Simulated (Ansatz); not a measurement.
# Band gap of Bi2S3 (Bismuthinite) from density functionals to GW

What gap does each level of theory give for Bi2S3 (Bismuthinite), and in what time?

Method: density functionals, hybrids and G0W0, plane waves, PAW, in Ansatz 0.2.0.

**The experiments to reproduce.**

- Gap 1.3 eV: band gap, approximate experimental value from earlier reports; bulk crystal (pristine material, literature) (quoted in “Thermoelectric Performance of n-Type Magnetic Element Doped Bi2S3”, 2022, pmc:9096796).

**1. Starting point**

It takes space group Pnma (No. 62, orthorhombic). The conventional cell has a = 11.316 Å, b = 3.971 Å, c = 11.178 Å, α = 90.00°, β = 90.00°, γ = 90.00°. Bi has 6 S at 2.67 to 3.06 Å nearest. Nearest to Bi lie 7 S at 2.59 to 3.32 Å. Nearest to S lie 3 Bi at 2.68 to 2.74 Å. Nearest to S lie 5 Bi at 2.59 to 3.06 Å. S has 5 Bi at 2.67 to 3.32 Å nearest. Farther neighbours and most contacts between anions are not listed.

The cell and positions come from the Crystallography Open Database and are kept as given unless a step says otherwise. Spin-orbit coupling is left out unless a step names it. The default PAW set here is soft_2. Its files were made with PBE.

**2. PBE on the 2×6×2 mesh**

Levels along a band path and on the mesh show where this functional puts the band edges.

This step: DFT, PBE, plane waves, PAW.

Input file input.yaml:

```yaml
crystal:
  lattice:
    - [11.316, 0.0, 0.0]
    - [0.0, 3.9709, 0.0]
    - [0.0, 0.0, 11.178]
  atoms:
    - { symbol: Bi, position: [0.48339, 0.25, 0.32581] }
    - { symbol: Bi, position: [0.01661, 0.75, 0.82581] }
    - { symbol: Bi, position: [0.98339, 0.25, 0.17419] }
    - { symbol: Bi, position: [0.51661, 0.75, 0.67419] }
    - { symbol: Bi, position: [0.34069, 0.75, 0.03429] }
    - { symbol: Bi, position: [0.15931, 0.25, 0.53429] }
    - { symbol: Bi, position: [0.84069, 0.75, 0.46571] }
    - { symbol: Bi, position: [0.65931, 0.25, 0.96571] }
    - { symbol: S, position: [0.2854, 0.25, 0.1941] }
    - { symbol: S, position: [0.2146, 0.75, 0.6941] }
    - { symbol: S, position: [0.7854, 0.25, 0.3059] }
    - { symbol: S, position: [0.7146, 0.75, 0.8059] }
    - { symbol: S, position: [0.55, 0.75, 0.1284] }
    - { symbol: S, position: [0.95, 0.25, 0.6284] }
    - { symbol: S, position: [0.05, 0.75, 0.3716] }
    - { symbol: S, position: [0.45, 0.25, 0.8716] }
    - { symbol: S, position: [0.3756, 0.75, 0.4423] }
    - { symbol: S, position: [0.1244, 0.25, 0.9423] }
    - { symbol: S, position: [0.8756, 0.75, 0.0577] }
    - { symbol: S, position: [0.6244, 0.25, 0.5577] }
kpoints:
  mp_grid: { grid: [2, 6, 2] }
  band_path:
    path:
      - [[0.0, 0.0, 0.0], [0.5, 0.0, 0.0], [0.5, 0.5, 0.0], [0.0, 0.5, 0.0], [0.0, 0.0, 0.0], [0.0, 0.0, 0.5], [0.5, 0.0, 0.5], [0.5, 0.5, 0.5], [0.0, 0.5, 0.5], [0.0, 0.0, 0.5]]
      - [[0.5, 0.0, 0.0], [0.5, 0.0, 0.5]]
      - [[0.0, 0.5, 0.0], [0.0, 0.5, 0.5]]
      - [[0.5, 0.5, 0.0], [0.5, 0.5, 0.5]]
    npoints: 10
hamiltonian:
  xc: pbe
scf:
  occupations: { method: fermi_dirac, width: 0.02 }
  n_extra_bands: 10
output:
  eigenvalues: true
```

Launch:

```
> ansatz run input.yaml --threads 16 --pin off --max-ram 82944MiB --backend cuda --events-out ev --progress --plain --runs-dir out --devices 1 --max-vram 78GiB
```

Numbers of over 12 decimals in the logs are rounded to 6 here.

The log of the run:

```text
scf.n_extra_bands = 10 over 96 filled bands (N_el = 192.0): the run solves 106 bands
GPUs: using 1 of 1 available (devices: 1).
Engine: ansatz 0.2.0, aarch64-unknown-linux-gnu
Pseudopotentials: kind: paw
Pseudopotential: Bi, paw, valence charge 15, recommended cutoff 420 eV (normal), Bi.paw.azcp
Pseudopotential: S, paw, valence charge 6, recommended cutoff 420 eV (normal), S.paw.azcp
Functional definition: PBE
  parameter kappa = 0.804
  parameter beta = 0.066725
  exchange = pbe_x(kappa = kappa, mu = beta*pi^2/3)
  correlation = pbe_c(beta = beta)
device memory: the entry about to start is reckoned to put 20.6 GiB on a device that reports 124.6 GiB free (of which the cap on the GPU budget leaves the run 78.0 GiB)
GPU FFT provider: cuFFT
GPU libraries: cuBLAS 13.8.1, cuFFT 12.4.0, cuSOLVER 12.3.2
GPU matrix products: emulated (plane waves: as basis.precision tells), large ones in fixed point in workspaces of 1.00 GiB
Crystal: 20 atoms, lattice volume = 502.280 Å³
Basis set: ecut = 420 eV, 9841 PW (Γ)
Bands: 106, of which v1, the nominal top of the filled ones, is band 96 counted from 1 (95 counted from 0)
Symmetry: 8 space group operations
Space group: Pnma (ITA 62), of the structure as read, at distance tolerance 7.9e-5 Å
k-points: 16 of 24
Non-local potential: Bi, projectors of the file, l = 0: 2, l = 1: 2, l = 2: 2, l = 3: 2
Non-local potential: S, projectors of the file, l = 0: 2, l = 1: 2, l = 2: 2
PAW form: soft (Blöchl's): semilocal exchange-correlation on the pseudo side does not see the compensation charge
PAW one-centre angular grid: Bi, 590 points (default); XC on 64 Gauss nodes
PAW one-centre angular grid: S, 110 points (default); XC on 64 Gauss nodes
Initial density: superposition of atomic densities (neutral atoms: chi_scale 0, normalization atom), corrected by the library's trained network
Initial wavefunctions: pseudopotential atomic-orbital guess
GPU buffer pool allocated for 162000 grid points (all kernels)
GPU transforms: local potential and band sums: pruned to the plane-wave sphere, on 75×27×75
Functional: x = pbe(κ = 0.804, μ = 0.219515), c = pbe(β = 0.066725)
SCF iter   1: F=—  HF=-110004.161864 eV  |F-HF|=—  |Δ(HF+E_count)|=         —  Δρ=1.25e-3  dr2=7.53e-3  ethr=1.77e-3  ⟨swp⟩=6.3  Hψ=6936  notcnv=0
preconditioner: auto → Resta (q_TF=auto, 2.324 Å⁻¹)  ε∞=3.3  [insulator: Δε(μ)=1.458 eV  Ē_g=15.112 eV  σ=0.020 eV  W_gap=1.00  n_scr=114 (ndim 8)  ℏωp=23.0 eV  f_vac=0.012  D(μ)=0.00/eV (n_scr^D=0)  ε∞_Penn≈3.3]
SCF iter   2: F=—  HF=-110004.158999 eV  |F-HF|=—  |Δ(HF+E_count)|=   2.87e-3  Δρ=6.73e-4  dr2=1.29e-3  ethr=3.92e-6  ⟨swp⟩=2.1  Hψ=3676  notcnv=0  defer=58
SCF iter   3: F=—  HF=-110004.160280 eV  |F-HF|=—  |Δ(HF+E_count)|=   1.28e-3  Δρ=3.38e-4  dr2=3.39e-4  ethr=6.74e-7  ⟨swp⟩=3.0  Hψ=3309  notcnv=0  defer=58
SCF iter   4: F=—  HF=-110004.161041 eV  |F-HF|=—  |Δ(HF+E_count)|=   7.61e-4  Δρ=6.47e-5  dr2=2.33e-5  ethr=1.77e-7  ⟨swp⟩=2.0  Hψ=2528  notcnv=0  defer=58
SCF iter   5: F=—  HF=-110004.161193 eV  |F-HF|=—  |Δ(HF+E_count)|=   1.52e-4  Δρ=2.30e-5  dr2=6.37e-6  ethr=1.21e-8  ⟨swp⟩=2.0  Hψ=3168  notcnv=0  defer=58
SCF iter   6: F=—  HF=-110004.161198 eV  |F-HF|=—  |Δ(HF+E_count)|=   4.40e-6  Δρ=8.43e-6  dr2=7.29e-7  ethr=3.32e-9  ⟨swp⟩=2.0  Hψ=2371  notcnv=0  defer=58
SCF iter   7: F=—  HF=-110004.161198 eV  |F-HF|=—  |Δ(HF+E_count)|=   6.97e-7  Δρ=4.47e-6  dr2=1.83e-7  ethr=3.80e-10  ⟨swp⟩=2.0  Hψ=2461  notcnv=0  defer=58
SCF iter   8: F=-110004.161198 eV  HF=-110004.161198 eV  |F-HF|=2.18e-10  |Δ(HF+E_count)|=   5.26e-8  Δρ=1.55e-6  dr2=8.32e-9  ethr=5.21e-11  ⟨swp⟩=7.7  Hψ=5581  notcnv=0
SCF 1 converged in 8 iterations: F = -110004.161198 eV  dr2 = 8.32e-9
[...]
device memory: the entry about to start is reckoned to put 49.8 GiB on a device that reports 124.5 GiB free (of which the cap on the GPU budget leaves the run 78.0 GiB)
NSCF: frozen V_eff on 124 k-points, pencils in batches of 32, up to order 468
SCF converged after 8 iterations
Free energy (F): -110004.161198 eV
Harris-Foulkes:  -110004.161198 eV  (|F-HF|=2.18e-10)
Internal energy: -110004.161198 eV  (E = F + TS)
E sigma→0 (E₀):  -110004.161198 eV
Fermi energy:    8.435360 eV
--- Per-component energies (eV) ---
  E_band       = -908.151889
  E_kinetic    = 3687.520673
  E_local      = -14350.140122  (includes V_loc(G=0)·N_el)
  E_nonlocal   = 4843.698506
  E_hartree    = 4733.634365
  E_xc         = -2380.664319
  E_vxc        = -2207.944452  (∫ρ·V_xc dr)
  E_paw        = -92507.064245  (= ΣΔE_a)
  E_vpaw       = -2348.557988  (= ΣTr[D̂ρ^β])
  E_aug_tail   = -0.003407  (compensation charges beyond the density's cutoff)
  E_ewald      = -14031.142649
  E_smearing   = -0.000000  (= −TS)
  E_closure    = -0.000000  (closes the sum)
  Σ components = -110004.161198   (vs F -110004.161198, Δ=0.00e0)
--- Band table (eV; the first three rows and the last of 16) ---
  k-point 0: bands = [... 92 lower, 7.5087, 7.5101, 7.5436, 7.5978, 9.1562, 9.4777, 9.6257, 9.9018, ... 6 higher]
  k-point 1: bands = [... 92 lower, 7.3944, 7.3944, 7.6192, 7.6192, 9.3049, 9.3049, 10.0877, 10.0877, ... 6 higher]
  k-point 2: bands = [... 92 lower, 7.3284, 7.3748, 7.5183, 7.5352, 9.4710, 9.4890, 10.1052, 10.3222, ... 6 higher]
  k-point 15: bands = [... 92 lower, 7.0872, 7.0872, 7.0872, 7.0872, 9.9615, 9.9615, 9.9615, 9.9615, ... 6 higher]
```

Elapsed: 3.3 s, on 1 × NVIDIA GB200 (shared by 2 runs) with 16 threads of Arm Neoverse V2, shared host; peak memory 1.3 GiB; 12 s of CPU time.

This step gave:

| Property | Result |
| --- | --- |
| filled bands | 96 |
| gap | 1.420 eV |
| valence top at | k = (0.350, 0.000, 0.000) |
| conduction bottom at | k = (0.000, 0.000, 0.150) |
| least direct gap | 1.454 eV |

Over mesh and path the gap is 1.420 eV, from k = (0.350, 0.000, 0.000) to k = (0.000, 0.000, 0.150). The least direct gap found is 1.454 eV, at k = (0.000, 0.000, 0.200). On the 2×6×2 mesh alone the same run gives 1.456 eV, so that mesh misses an edge of PBE: 1.456 − 1.420 = +0.036 eV.

**3. PBE+SOC on the 2×6×2 mesh**

This run has two-component orbitals with spin-orbit coupling.

This step: DFT, PBE with spin-orbit coupling, plane waves, PAW.

input.yaml, the sections that differ from step 2:

```yaml
kpoints:
  mp_grid: { grid: [2, 6, 2] }
  band_path:
    path:
      - [0.0, 0.0, 0.0]
      - [0.5, 0.0, 0.0]
      - [0.5, 0.5, 0.0]
      - [0.0, 0.5, 0.0]
      - [0.0, 0.0, 0.5]
      - [0.5, 0.0, 0.5]
      - [0.5, 0.5, 0.5]
      - [0.0, 0.5, 0.5]
      - [0.35, 0.0, 0.0]
      - [0.0, 0.0, 0.15]
      - [0.0, 0.0, 0.2]
    npoints: 1
scf:
  occupations: { method: fixed }
  n_extra_bands: 20
magnetization:
  noncollinear: true
  spin_orbit: true
# crystal, hamiltonian, output: as in step 2
```

The log of the run:

```text
[...]
GPUs: using 1 of 1 available (devices: 1).
[...]
non-collinear run that drives no moment, with spin-orbit: no starting moment large enough to seed its density (crystal.atoms[].spin), no starting occupations that ask for one, no magnetisation constraint and no magnetic field, so the semilocal B_xc is pinned to zero
[...]
Crystal: 20 atoms, lattice volume = 502.280 Å³
Basis set: ecut = 420 eV, 9841 PW (Γ)
Bands: 212, of which v1, the nominal top of the filled ones, is band 192 counted from 1 (191 counted from 0)
Symmetry: 8 space group operations + 8 with time reversal
[...]
k-points: 16 of 24
Projection manifold: j_resolved (fully-relativistic pseudo-atomic orbitals)
[...]
SCF iter   1: F=—  HF=-110337.994721 eV  |F-HF|=—  |Δ(HF+E_count)|=         —  Δρ=2.79e-2  dr2=5.37e0  dr2_m=0.00e0 (ungated)  ethr=3.10e-3  |M|=0.00e0 ∫|m|=0.00e0 μB  |m|>n=0.0e0 m-floor=0.0e0 τ_xc=0.0e0  β_m=0.30  ⟨swp⟩=5.0  Hψ=7493  notcnv=0  defer=242
[...]
spin=Noncollinear: Resta preconditioning applied to the charge; magnetization (m_x, m_y, m_z) channels mix plain (no charge-response kernel on spin).
SCF iter   2: F=—  HF=-110337.146584 eV  |F-HF|=—  |Δ(HF+E_count)|=   8.48e-1  Δρ=1.86e-2  dr2=2.03e0  dr2_m=0.00e0 (ungated)  ethr=2.80e-3  |M|=0.00e0 ∫|m|=0.00e0 μB  |m|>n=0.0e0 m-floor=0.0e0 τ_xc=0.0e0  β_m=0.53  ⟨swp⟩=1.1  Hψ=2050  notcnv=0  defer=240
[...]
SCF iter   6: F=—  HF=-110336.841553 eV  |F-HF|=—  |Δ(HF+E_count)|=   1.13e-4  Δρ=1.59e-4  dr2=2.83e-4  dr2_m=0.00e0 (ungated)  ethr=7.79e-7  |M|=0.00e0 ∫|m|=0.00e0 μB  |m|>n=0.0e0 m-floor=0.0e0 τ_xc=0.0e0  β_m=0.84  ⟨swp⟩=2.0  Hψ=2284  notcnv=0  defer=256
[...]
SCF iter   8: F=—  HF=-110336.841794 eV  |F-HF|=—  |Δ(HF+E_count)|=   3.01e-4  Δρ=2.09e-5  dr2=4.96e-6  dr2_m=0.00e0 (ungated)  ethr=1.21e-8  |M|=0.00e0 ∫|m|=0.00e0 μB  |m|>n=0.0e0 m-floor=0.0e0 τ_xc=0.0e0  β_m=0.83  ⟨swp⟩=2.0  Hψ=2552  notcnv=0  defer=228
[...]
SCF 1 converged in 10 iterations: F = -110336.841797 eV  dr2 = 1.79e-8
[...]
SCF converged after 10 iterations
[...]
```

The job ended after 3.3 s (1 × NVIDIA GB200 (shared by 2 runs) with 16 threads; peak memory 2.2 GiB; 24 s of CPU time).

This step gave:

* gap: 0.9776 eV
* valence top at: k = (0.350, 0.000, 0.000)
* conduction bottom at: k = (0.000, 0.000, 0.150)
* least direct gap: 1.009 eV

Over mesh and listed points the gap is 0.978 eV, from k = (0.350, 0.000, 0.000) to k = (0.000, 0.000, 0.150). The least direct gap found is 1.009 eV, at k = (0.000, 0.000, 0.200). On the 2×6×2 mesh alone the same run gives 1.023 eV, so that mesh misses an edge of PBE+SOC: 1.023 − 0.978 = +0.045 eV. PBE+SOC against PBE: 0.978 − 1.420 = −0.442 eV, with the same mesh, set of files (read in its fully relativistic form for the spin-orbit run) and cutoff, and both edges at the same k points. The spin-orbit run sees mesh and listed points alone, so its gap is an upper bound: the coupling can move an edge off these points, and the change over the zone, its sign included where it is small, is not known.

**4. HSE06 on the 2×4×2 mesh**

HSE06 mixes in a quarter of exact exchange at short range.

This step: DFT, HSE06, plane waves, PAW.

Changes to input.yaml since step 3:

```diff
@@ -27,3 +27,3 @@
 kpoints:
-  mp_grid: { grid: [2, 6, 2] }
+  mp_grid: { grid: [2, 4, 2] }
   band_path:
@@ -43,9 +43,6 @@
 hamiltonian:
-  xc: pbe
+  xc: hse06
 scf:
   occupations: { method: fixed }
-  n_extra_bands: 20
-magnetization:
-  noncollinear: true
-  spin_orbit: true
+  n_extra_bands: 10
 output:
```

The log of the run:

```text
[...]
GPUs: using 1 of 1 available (devices: 1).
[...]
davidson cushion auto → on  (no smearing: the cushion is to keep the highest requested band from converging to the state above it; pin scf.eigensolver.cushion to override)
[...]
Crystal: 20 atoms, lattice volume = 502.280 Å³
Basis set: ecut = 420 eV, 9841 PW (Γ)
Bands: 106, of which v1, the nominal top of the filled ones, is band 96 counted from 1 (95 counted from 0)
Symmetry: 8 space group operations
[...]
k-points: 12 of 16
[...]
E_hartree    = 4731.766434
  E_xc         = -1910.130879
  E_vxc        = -1766.345284  (∫ρ·V_xc dr)
  E_exx        = -413.864032  (= α·E_x^exact, valence–valence)
  E_paw        = -92603.630029  (= ΣΔE_a)
  E_vpaw       = -2265.396118  (= ΣTr[D̂ρ^β])
  E_aug_tail   = -0.003394  (compensation charges beyond the density's cutoff)
  E_ewald      = -14031.142649
  E_core_change = 0.091432  (= ΣΔE_core)
  E_smearing   = -0.000000  (= −TS)
  E_closure    = -0.000000  (closes the sum)
  Σ components = -110039.709448   (vs F -110039.709448, Δ=0.00e0)
--- Band table (eV; the first three rows and the last of 12) ---
[...]
```

Run time: 33 s. Hardware: 1 × NVIDIA GB200 (shared by 2 runs) with 16 threads; peak memory 3.4 GiB.

Numbers from this step:

```yaml
gap: 2.046 eV
valence_top_at: k = (0.350, 0.000, 0.000)
conduction_bottom_at: k = (0.000, 0.000, 0.150)
least_direct_gap: 2.074 eV
exact_exchange_fraction: 0.25
```

Over mesh and listed points the gap is 2.046 eV, from k = (0.350, 0.000, 0.000) to k = (0.000, 0.000, 0.150). The least direct gap found is 2.074 eV, at k = (0.000, 0.000, 0.200). On the 2×4×2 mesh alone the same run gives 2.074 eV, so that mesh misses an edge of HSE06: 2.074 − 2.046 = +0.028 eV. HSE06 against PBE: 2.046 − 1.420 = +0.626 eV. The runs also differ in mesh (2×6×2 and 2×4×2), so how much of this comes from the functional alone is not known.

**5. HSE06+SOC on the 2×4×2 mesh**

This step: DFT, HSE06 with spin-orbit coupling, plane waves, PAW.

Changes to input.yaml since step 4:

```diff
@@ -46,3 +46,6 @@
   occupations: { method: fixed }
-  n_extra_bands: 10
+  n_extra_bands: 20
+magnetization:
+  noncollinear: true
+  spin_orbit: true
 output:
```

The log of the run:

```text
[...]
GPUs: using 1 of 1 available (devices: 1).
[...]
Crystal: 20 atoms, lattice volume = 502.280 Å³
Basis set: ecut = 420 eV, 9841 PW (Γ)
Bands: 212, of which v1, the nominal top of the filled ones, is band 192 counted from 1 (191 counted from 0)
Symmetry: 8 space group operations + 8 with time reversal
[...]
k-points: 12 of 16
Projection manifold: j_resolved (fully-relativistic pseudo-atomic orbitals)
[...]
eigensolver tolerance schedule: the retry pair's looser diagonalisation over-reported the residual by 0.11 of it (diagonalisation noise at 0.12 of the residual, at the tolerance the schedule requests for it); recorded, not acted on — ethr = c·dr2/N_el stays at c = 1.0e-1
[...]
hybrid outer 1: dexx = +7.844e-2 eV, tail = 3.52e-4 eV
[...]
SCF 3 converged in 5 iterations: F = -110136.425546 eV  dr2 = 7.57e-8
[...]
```

Wall time 2.3 min (1 × NVIDIA GB200 (shared by 2 runs) with 16 threads); peak memory 9.1 GiB.

This step gave:

```yaml
gap: 1.511 eV
valence_top_at: k = (0.350, 0.000, 0.000)
conduction_bottom_at: k = (0.000, 0.000, 0.150)
least_direct_gap: 1.536 eV
exact_exchange_fraction: 0.25
```

Over mesh and listed points the gap is 1.511 eV, from k = (0.350, 0.000, 0.000) to k = (0.000, 0.000, 0.150). The least direct gap found is 1.536 eV, at k = (0.000, 0.000, 0.200). On the 2×4×2 mesh alone the same run gives 1.545 eV, so that mesh misses an edge of HSE06+SOC: 1.545 − 1.511 = +0.034 eV. HSE06+SOC against HSE06: 1.511 − 2.046 = −0.535 eV, with the same mesh, set of files (read in its fully relativistic form for the spin-orbit run) and cutoff, and both edges at the same k points. The spin-orbit run sees mesh and listed points alone, so its gap is an upper bound: the coupling can move an edge off these points, and the change over the zone, its sign included where it is small, is not known.

**6. G0W0@PBE, 2×4×2 mesh, 2987 empty bands, screening to 190 eV, hard PAW files**

G0W0 replaces the xc potential by a self-energy built once from the orbitals of the start. Levels are corrected in the window of bands that the input names, at points of the mesh.

This step: G0W0 on PBE, plane waves, PAW.

Changes to input.yaml since step 5:

```diff
@@ -28,25 +28,12 @@
   mp_grid: { grid: [2, 4, 2] }
-  band_path:
-    path:
-      - [0.0, 0.0, 0.0]
-      - [0.5, 0.0, 0.0]
-      - [0.5, 0.5, 0.0]
-      - [0.0, 0.5, 0.0]
-      - [0.0, 0.0, 0.5]
-      - [0.5, 0.0, 0.5]
-      - [0.5, 0.5, 0.5]
-      - [0.0, 0.5, 0.5]
-      - [0.35, 0.0, 0.0]
-      - [0.0, 0.0, 0.15]
-      - [0.0, 0.0, 0.2]
-    npoints: 1
 hamiltonian:
-  xc: hse06
+  xc: pbe
+  pseudopotentials: { kind: paw, source: ansatz }
 scf:
   occupations: { method: fixed }
-  n_extra_bands: 20
-magnetization:
-  noncollinear: true
-  spin_orbit: true
-output:
-  eigenvalues: true
+gw:
+  n_empty_bands: 2987
+  ecut_chi: 190.0
+  qp_bands: [v4, c4]
+  qp_kpoints: band_edges
+  screening: { model: contour_deformation }
```

The log of the run:

```text
GPUs: using 1 of 1 available (devices: 1).
[...]
Crystal: 20 atoms, lattice volume = 502.280 Å³
Basis set: ecut = 510 eV, 13143 PW (Γ)
Bands: 154, of which v1, the nominal top of the filled ones, is band 128 counted from 1 (127 counted from 0)
Symmetry: 8 space group operations
[...]
k-points: 12 of 16
[...]
5   131     10.8156    -9.7014    -3.5745   -13.2273  0.7691    10.7670    10.7670  root
[...]
11   129     10.7615    -9.6686    -3.5966   -13.2023  0.7705    10.6986    10.6986  root
    11   130     10.7615    -9.6686    -3.5966   -13.2023  0.7705    10.6986    10.6986  root
    11   131     10.7615    -9.6686    -3.5966   -13.2023  0.7705    10.6986    10.6986  root
    11   132     10.7615    -9.6686    -3.5966   -13.2023  0.7705    10.6986    10.6986  root
[key lines of the parts left out:]
SCF converged after 10 iterations
Free energy (F): -139419.005842 eV
Fermi energy:    8.495954 eV
```

It took 6.6 min on 1 × NVIDIA GB200 (shared by 2 runs) with 16 threads; peak memory 25 GiB.

This step gave:

- bands summed: 3115
- RPA ε∞ on this mesh (eigenvalues): 10.01, 13.27, 13.44
- plane waves in the screening matrix: 3021
- G0W0 gap over the corrected points: 1.838 eV
- k of the valence top: -0.5, 0, 0
- k of the conduction bottom: 0, 0, 0
- starting gap on the mesh: 1.460 eV
- Z at the valence top: 0.7319
- Z at the conduction bottom: 0.7787
- least direct G0W0 gap over the corrected points: 1.925 eV

Over all 12 irreducible mesh points the G0W0 gap is 1.838 eV, from k = (-0.500, 0.000, 0.000) to k = Γ. The PBE gap of this run on the mesh is 1.460 eV. The two states that bound the G0W0 gap lie that far apart at the start, so the correction of the gap is 1.838 − 1.460 = +0.378 eV.

(Continued in part 2 of 2.)

[Paths, hosts, dates, memory and timing lines, banners, echoed tables and standing remarks are left out of the program output.]

[Logs are printed without paths, hosts, clocks, repeated set-up lines and the standing remarks that a program may print on its own settings, such as how far it seeks lower states.]

[Runs of the session that timed out or met a known fault of the program may be left out.]

[Cells called generated may have been cut or substituted from an entry of the Crystallography Open Database or the Materials Project.]

[Hosts, paths, dates, database ids (printed as entryN), source tags and the programs' standing remarks are cut or masked in the printed files.]

[Where an RPA ε∞ is given, it is that of the G0W0 mesh and is not shown converged in it. Names of k-points follow the symmetry that the program found, which can be lower than the space group named. Band edges on a path are those of the sampled points; other points can move an edge, and change direct to indirect where valleys lie close.]

[Hybrid gaps are those of their k-mesh and are not shown converged in it.]
